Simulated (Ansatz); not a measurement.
# Force difference against the spacing of support functions in twisted Ti2CO2 MXene bilayer, 38.21° (70 atoms)

The cell holds 70 atoms: 14 C, 28 Ti and 28 O. Its edges and angles: a = 8.017 Å, b = 8.017 Å, c = 23.800 Å, α = 90.0°, β = 90.0°, γ = 120.0°. It derives from Ti2CO2 (Ti2CO2 MXene). Ti2CO2 MXene (a = 3.03 Å) under Ti2CO2 MXene (a = 3.03 Å), bilayer, commensurate cell of 7 unit cells a layer, twist 38.21 deg; facing planes 2.92 Å apart; 12 Å of vacuum; layers as built, displaced by a Gaussian of 0.01 Å. Regions: layer 1, 35 atoms (7 C, 14 Ti and 14 O); layer 2, 35 atoms (7 C, 14 Ti and 14 O). Vacuum lies along c.

Calculated with Ansatz 0.2.0: Kohn-Sham DFT, PBE+D4, PAW (set soft_2), localised support functions (medium), with the spacing typed; the reference is Kohn-Sham DFT, PBE+D4, PAW (set soft_2), plane waves, cutoff 420 eV, k-mesh 3×3×1, gaussian smearing of 0.05 eV, with an r.m.s. force component of 0.176 eV/Å.

| spacing (Å) | r.m.s. force difference (meV/Å) | time |
| --- | --- | --- |
| 0.165 | 0.783 | 6.2 min |
| 0.211 | 0.929 | 5.2 min |
| 0.238 | ? | ? |
| 0.275 | 8.728 | 3.2 min |

**Question.** Fit a power law of the spacing to the rows given and interpolate to the withheld row.

Worked fit:

A power law y = A x^b is a line in u = ln x and v = ln y.

| u = ln x | v = ln y |
| --- | --- |
| -1.80181 | -0.244623 |
| -1.55590 | -0.0736465 |
| -1.29098 | 2.16654 |

With n = 3: mean u = -1.54956, mean v = 0.616089, Σ(u − ū)² = 0.13053, Σ(u − ū)(v − v̄) = 0.62239. Slope b = 0.62239 / 0.13053 = 4.7681; intercept a = v̄ − b ū = 8.0046.

At the withheld row u = -1.435, v = a + b u = 1.160, and y = exp(v).

Prediction at 0.238: 3.190 meV/Å. The run gave 1.156 meV/Å, so the fit is high by 2.0 meV/Å (176 % of the value).

The fitted exponent is 4.8. Between neighbouring rows, the withheld one included, the exponents are 0.70, 1.8 and 14, so one power law doesn't hold over the range: the values level off at a floor. Among the rows given, the largest relative miss of the fit is at 0.211, by 0.87 meV/Å (93 %).

Limits: The difference holds the reference's own basis error, which sets a floor under it.

[Hosts, paths, dates, database ids (printed as entryN), source tags and the programs' standing remarks are cut or masked in the printed files.]
